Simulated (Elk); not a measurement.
**Cobalt: energy against a fixed spin moment**

How stiff is the moment of Cobalt, and are there other minima?

Method: PBE; all-electron APW+lo, Dirac cores, scalar-relativistic bands, in Elk 11.2.3 (patched build).

Report form: the programs' logs are mostly left out.

**1. Starting point**

Symmetry: P6_3/mmc, No. 194, hexagonal system. The conventional cell has a = 2.507 Å, b = 2.507 Å, c = 4.070 Å, α = 90.00°, β = 90.00°, γ = 120.00°. Co has 12 Co at 2.50 to 2.51 Å nearest.

**2. The free run**

The free run shows where the moment settles by itself and gives the state from which the held runs start.

The last three numbers of an atom's line are a seed field in its sphere. It points against the wanted moment and shrinks by the factor reducebf each loop.

elk.in

```
tasks
  0

xctype
  20

rgkmax
  7.0

nempty
  14

swidth
  0.003

reducebf
  0.5

epsengy
  1e-05

maxscl
  120

lmaxi
  2

spincore
  .true.

spinpol
  .true.

sppath
  './'

avec
  4.73829928489 0.00000000000 0.00000000000
  -2.36914964244 4.10348755135 0.00000000000
  0.00000000000 0.00000000000 7.69099635461

atoms
  1
  'Co.in'
  2
  0.3333333333 0.6666666667 0.2500000000   0.000000 0.000000 -0.150000
  0.6666666667 0.3333333333 0.7500000000   0.000000 0.000000 -0.150000

ngridk
  12 12 6
```

Run with:

```
> OMP_NUM_THREADS=2 elk
```

Run time: 1.8 min. Hardware: 2 threads of Arm Neoverse V2, shared host; peak memory 0.14 GiB; 3.5 min of CPU time.

Read from the output:

```
density of states at the Fermi level : 1.960 states/eV/cell
moment between the spheres           : -0.1031 μB
magnetization                        : 3.339 μB
final state                          : ferromagnetic
largest moment                       : 1.721 μB
```

After 19 cycles the largest moment stands at 1.72 μB.

**3. Moment fixed at 3.026 μB**

Holding the total moment away from its free value maps the energy around and beyond the minimum.

A uniform field is adjusted until the total moment meets the target; the run goes on from the state before.

elk.in, as its differences from that of step 2:

```diff
@@ -1,3 +1,3 @@
 tasks
-  0
+  1
 
@@ -33,2 +33,11 @@
 
+fsmtype
+  1
+
+momfix
+  0.000000 0.000000 3.026000
+
+taufsm
+  0.005
+
 sppath
@@ -45,4 +54,4 @@
   2
-  0.3333333333 0.6666666667 0.2500000000   0.000000 0.000000 -0.150000
-  0.6666666667 0.3333333333 0.7500000000   0.000000 0.000000 -0.150000
+  0.3333333333 0.6666666667 0.2500000000   0.000000 0.000000 -0.000150
+  0.6666666667 0.3333333333 0.7500000000   0.000000 0.000000 -0.000150
```

Run with:

```
> OMP_NUM_THREADS=2 elk
```

Run time: 3 min. Hardware: 2 threads; peak memory 0.14 GiB; 5.9 min of CPU time.

Read from the output:

```
magnetization : 3.026 μB
```

It lies 19.4 meV a cell above the free run.

**4. Moment fixed at 2.27 μB**

elk.in, as its differences from that of step 3:

```diff
@@ -37,3 +37,3 @@
 momfix
-  0.000000 0.000000 3.026000
+  0.000000 0.000000 2.270000
```

Run with:

```
> OMP_NUM_THREADS=2 elk
```

It took 5.1 min on 2 threads; peak memory 0.14 GiB; 10 min of CPU time.

Read from the output:

```yaml
magnetization: 2.270 μB
```

It lies 168 meV a cell above the free run.

**5. Moment fixed at 4.539 μB**

elk.in, as its differences from that of step 4:

```diff
@@ -37,3 +37,3 @@
 momfix
-  0.000000 0.000000 2.270000
+  0.000000 0.000000 4.539000
```

Run with:

```
> OMP_NUM_THREADS=2 elk
```

It took 4.4 min on 2 threads; peak memory 0.14 GiB.

Numbers from this step:

- magnetization: 4.539 μB

It lies 686 meV a cell above the free run.

**6. Another try**

A slip in the input shows what the program catches and what it lets pass.

elk.in, as its differences from that of step 2:

```diff
@@ -4,3 +4,3 @@
 xctype
-  20
+  77
 
@@ -22,3 +22,3 @@
 maxscl
-  120
+  75
```

Run with:

```
> OMP_NUM_THREADS=2 elk
```

Elapsed: 0.01 s, on 2 threads; peak memory 0.05 GiB.

The program refused the input before any cycle.

The program's message: “Error(getxcdata): xctype not defined : 77”

The fault put into the input: an unknown functional.

The functional must be one that the program lists.

**7. E(M)**

In all 7 moments were held (0, 0.757, 1.513, 2.27, 3.026, 3.783, 4.539 μB), each run going on from a saved state. The curve holds those that converged and the free run; sizes are given without sign.

Energy over the lowest against total spin moment:

```
total spin moment (μB a cell)  energy over the lowest (meV a cell)
                         0.00                                  460
                         0.76                                  423
                         1.51                                  319
                         2.27                                  168
                         3.03                                 19.4
                         3.34                                    0
                         3.78                                  117
                         4.54                                  686
```

The slope dE/dM read from the holding field by total spin moment:

| total spin moment (μB a cell) | slope dE/dM read from the holding field (meV/μB) |
| --- | --- |
| 0.00 | 0.0480 |
| 0.76 | -95.3 |
| 1.51 | -175 |
| 2.27 | -214 |
| 3.03 | -121 |
| 3.78 | 449 |
| 4.54 | 1140 |

**8. Outcome**

* moment of the free run: 3.34 μB a cell
* moment of the lowest point: 3.34 μB a cell
* energy at zero total moment: 460 meV a cell over the lowest

What this shows: The curve is lowest at 3.34 μB a cell and has risen by 686 meV at 4.54 μB. No other minimum shows on the points computed. The parallel moment gains 460 meV a cell against zero total moment. Only the total moment is held, so opposed site moments can hide at small totals; the field's energy is not in the curve.

[Logs and program files are shortened in this print: banners, set-up blocks, solver, clock and traceback lines can be left out without a mark of their own.]

[Logs are printed without paths, hosts, clocks, repeated set-up lines and the standing remarks that a program may print on its own settings, such as how far it seeks lower states.]

[Hosts, paths, dates, database ids (printed as entryN), source tags and the programs' standing remarks are cut or masked in the printed files.]

[Where a cell is said to come from a database of computed structures, the database is the Materials Project.]
